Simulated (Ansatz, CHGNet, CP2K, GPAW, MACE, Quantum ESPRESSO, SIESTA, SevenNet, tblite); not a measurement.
# SIESTA on Σ7 (111) twist boundary in a MgS-YS solid solution (84 atoms): settings against a plane-wave reference, part 2 of 2

Wanted: SIESTA inputs and outputs for Σ7 (111) twist boundary in a MgS-YS solid solution (84 atoms), checked against a plane-wave reference.

Program: SIESTA 5.4.2; the method stands at each step. Banners, paths, timers and routine set-up lines are dropped from the logs unmarked, and long logs keep their key lines alone; longer cuts are marked. The potentials were converted by us to PSML.

So far. Step 2 (PBE, DZP, shift 0.01 Ry, mesh 500 Ry): Forces lie 13 % from the reference's, at 9.0 times its CPU time (on 2 against 4 cores). Step 3 (PBEsol, DZP, shift 0.01 Ry, mesh 500 Ry): Against the first run (13 %), the force difference from the reference is 13 %, at 0.83 times the CPU time; the model has changed, so this is no error of the program alone.

**4. PBE, DZP, shift 0.02 Ry, mesh 500 Ry**

Method: Kohn-Sham DFT, PBE, PseudoDojo 0.4.1 norm-conserving pseudopotentials (converted to PSML), numerical atomic orbitals (DZP), diagonalisation.

The pseudopotential files are exchanged too: the .psml files are now those for PBE.

input.fdf

```
SystemLabel cell
NumberOfAtoms 84
NumberOfSpecies 3
%block ChemicalSpeciesLabel
  1 12 Mg
  2 16 S
  3 39 Y
%endblock ChemicalSpeciesLabel
LatticeConstant 1.0 Ang
%block LatticeVectors
  9.78238 0.00000 0.00000
  -4.89119 8.47179 0.00000
  0.00000 0.00000 19.37344
%endblock LatticeVectors
PAO.BasisSize DZP
PAO.EnergyShift 0.02 Ry
XC.Functional GGA
XC.Authors PBE
MeshCutoff 500 Ry
%block kgrid_Monkhorst_Pack
  1 0 0 0.0
  0 1 0 0.0
  0 0 1 0.0
%endblock kgrid_Monkhorst_Pack
SolutionMethod diagon
OccupationFunction FD
ElectronicTemperature 580 K
SCF.Mixer.Method Pulay
SCF.Mixer.Weight 0.05
SCF.Mixer.History 8
SCF.Mix Hamiltonian
MaxSCFIterations 300
SCF.DM.Tolerance 1e-04
SCF.H.Tolerance 1.0e-3 eV
WriteForces T
Write.HirshfeldPop T
Write.VoronoiPop T
Write.DM F
Write.H F
XML.Write F
AtomicCoordinatesFormat Fractional
%block AtomicCoordinatesAndAtomicSpecies
[... 84 atom lines left out: the same atoms as in the first run ...]
%endblock AtomicCoordinatesAndAtomicSpecies
```

The run is started by

```sh
> OMP_NUM_THREADS=1 mpirun -np 2 siesta < input.fdf > output.txt
```

The program printed:

```text
Version         : 5.4.2
reinit: System Name:
reinit: System Label: cell
initatom: Reading input for the pseudopotentials and atomic orbitals ----------
Species number:   1 Atomic number:   12 Label: Mg
Species number:   2 Atomic number:   16 Label: S
Species number:   3 Atomic number:   39 Label: Y
Ground state valence configuration (from tables):   3s02  3p00  3d00  4f00
[... lines left out ...]
SCF Convergence by DM+H criterion
[... lines left out ...]
SCF cycle converged after 22 iterations
[... lines left out ...]
   Max    5.771573
[... lines left out ...]
   Max    5.771573    constrained
Stress tensor Voigt[x,y,z,yz,xz,xy] (kbar):      -16.83       -8.60       10.89       -5.70       -1.76       -2.82
[... lines left out ...]
siesta: FreeEng =    -78486.162880
[... lines left out ...]
siesta:         Fermi =      -1.495452
[... lines left out ...]
siesta:           4.84985827        -15.53378806  kBar
[... lines left out ...]
    (Free)Eharris+ p_basis*V_orbitals  =      -78448.496187 eV
Hirshfeld Atomic Populations:
Atom #   charge [q] valence [e]  Species
     1     0.305610    9.694390  Mg
     2    -0.230504    6.230504  S
     3     0.286565    9.713435  Mg
     4    -0.226714    6.226714  S
     5     0.225883    9.774117  Mg
     6    -0.255795    6.255795  S
[...]
19     0.099703   10.900297  Y
[...]
61     0.046303   10.953697  Y
[...]
65     0.069584   10.930416  Y
[...]
--------------------
 Total    -0.000037
Voronoi Atomic Populations:
Atom #   charge [q] valence [e]  Species
[...]
65     0.174115   10.825885  Y
[...]
75     0.204024   10.795976  Y
[...]
81     0.347762    9.652238  Mg
    82    -0.416622    6.416622  S
    83     0.339723    9.660277  Mg
    84    -0.424741    6.424741  S
--------------------
 Total    -0.000038
```

The job ended after 4.9 min (2 MPI ranks of Intel Xeon Platinum 8259CL at 2.50GHz (Skylake/Cascade Lake), shared host; peak memory 1.8 GiB; 9.9 min of CPU time).

Numbers from this run, and their distance from the reference:

```yaml
r_m_s_force_component: 0.8341 eV/Å
r_m_s_difference_of_force_components: 83.94 meV/Å
longest_difference_of_force_vectors: 332.3 meV/Å
force_difference_over_r_m_s_force: 10.51 %
slope_of_forces_against_the_reference_s: 1.04
correlation_of_force_components: 0.9957
pressure: 0.485 GPa
pressure_difference: -2.582 GPa
```

Against the first run (13 %), the force difference from the reference is 11 %, at 0.70 times the CPU time: tighter orbitals come nearer here, likely by a cancellation of errors.

**5. Another try, on a changed input**

Changes to input.fdf since step 4:

```diff
@@ -14,4 +14,4 @@
 %endblock LatticeVectors
-PAO.BasisSize DZP
-PAO.EnergyShift 0.02 Ry
+PAO.BasisSize QZ3P
+PAO.EnergyShift 0.01 Ry
 XC.Functional GGA
@@ -31,3 +31,3 @@
 SCF.Mix Hamiltonian
-MaxSCFIterations 300
+MaxSCFIterations 60
 SCF.DM.Tolerance 1e-04
```

The program printed:

```text
Version         : 5.4.2
reinit: System Name:
reinit: System Label: cell
initatom: Reading input for the pseudopotentials and atomic orbitals ----------
Species number:   1 Atomic number:   12 Label: Mg
Species number:   2 Atomic number:   16 Label: S
Species number:   3 Atomic number:   39 Label: Y
size_name: Incorrect basis-size option specified, active options are:
  SZ or MINIMAL
  SZP, SZSP, SZ1P, SZP1
  DZ
  DZP, DZSP, DZP1, DZ1P or STANDARD
  DZDP, DZP2, DZ2P
  TZ
  TZP, TZSP, TZP1, TZ1P
  TZDP, TZP2, TZ2P
  TZTP, TZP3, TZ3P
stopping program
stopping program
Stopping Program from Node:    0
Stopping Program from Node:    0
```

Elapsed: 0.65 s, on 2 MPI ranks; peak memory 0.29 GiB.

The program stopped at the start. The fault in the input: an unknown basis size (basis QZ3P).

**6. Side by side**

Differences are against the plane-wave reference, forces as r.m.s. over components; share is that over the reference's r.m.s. force, slope the least-squares factor from reference forces to these. Total energies of different programs have different zeros and aren't compared.

```
                                           run  Δ force, r.m.s. (meV/Å)  share (%)  slope  Δ pressure (GPa)  cores  CPU time  memory (GiB)
                                     reference                        -          -      -                 -      4      94 s           2.3
   SIESTA PBE, DZP, shift 0.01 Ry, mesh 500 Ry                      102       12.7  1.062             0.227      2    14 min           2.1
SIESTA PBEsol, DZP, shift 0.01 Ry, mesh 500 Ry                      102       12.7  1.027             -1.94      2    12 min           2.1
   SIESTA PBE, DZP, shift 0.02 Ry, mesh 500 Ry                     83.9       10.5  1.040             -2.58      2   9.9 min           1.8
```

CPU time is summed over cores on a shared host, where runs went side by side, so it is rough. Symmetry, cutoffs, thresholds, outputs and thread counts weren't matched or tuned between programs; memory under MPI is the largest rank's times the ranks.

Mean charges by element (e), by run and scheme:

```
                                           run     scheme     Mg      S      Y
                                     reference     Löwdin  +1.40  -1.14  +0.27
   SIESTA PBE, DZP, shift 0.01 Ry, mesh 500 Ry  Hirshfeld  +0.28  -0.26  +0.10
SIESTA PBEsol, DZP, shift 0.01 Ry, mesh 500 Ry  Hirshfeld  +0.26  -0.25  +0.09
   SIESTA PBE, DZP, shift 0.02 Ry, mesh 500 Ry  Hirshfeld  +0.25  -0.23  +0.07
```

The reference's Löwdin charges lack the electrons that the projection spills, 0.074 e an atom on average.

**7. What came out**

```json
{
 "nearest in forces": "SIESTA PBE, DZP, shift 0.02 Ry, mesh 500 Ry, 11 %",
 "its CPU time": "9.9 min"
}
```

What this shows: The PBE runs in local orbitals differ by 11 % (SIESTA PBE, DZP, shift 0.02 Ry, mesh 500 Ry) to 13 % (SIESTA PBE, DZP, shift 0.01 Ry, mesh 500 Ry); basis, grid and potentials can all enter. Rows with another functional or a dispersion term differ by 13 % (SIESTA PBEsol, DZP, shift 0.01 Ry, mesh 500 Ry), which mixes the change of model with differences of basis and potentials. None of the electronic-structure runs in the table takes under half the reference's CPU time of 94 s; they take 6.3 to 9.0 times as much. In pressure, SIESTA PBE, DZP, shift 0.02 Ry, mesh 500 Ry misses by -2.6 GPa, at the same functional. Charges hang on scheme and program or settings: among these rows the mean for Mg runs from +0.25 to +1.40 e. The host structure and its lattice constant were typed by rule, without a check against the phase diagram. The reference's pressure of 3.1 GPa belongs to a cell and atoms that aren't relaxed at this level. The electronic-structure runs sample only Γ, in a cell whose shortest periodic width is 8 Å, which is coarse for a cell with partly filled levels.

[Also dropped from logs without a mark: logging warnings of Python, and SIESTA's first energy breakdown and zero terms.]

[Logs are printed without paths, hosts, clocks, repeated set-up lines and the standing remarks that a program may print on its own settings, such as how far it seeks lower states.]

[Hosts, paths, dates, database ids (printed as entryN), source tags and the programs' standing remarks are cut or masked in the printed files.]
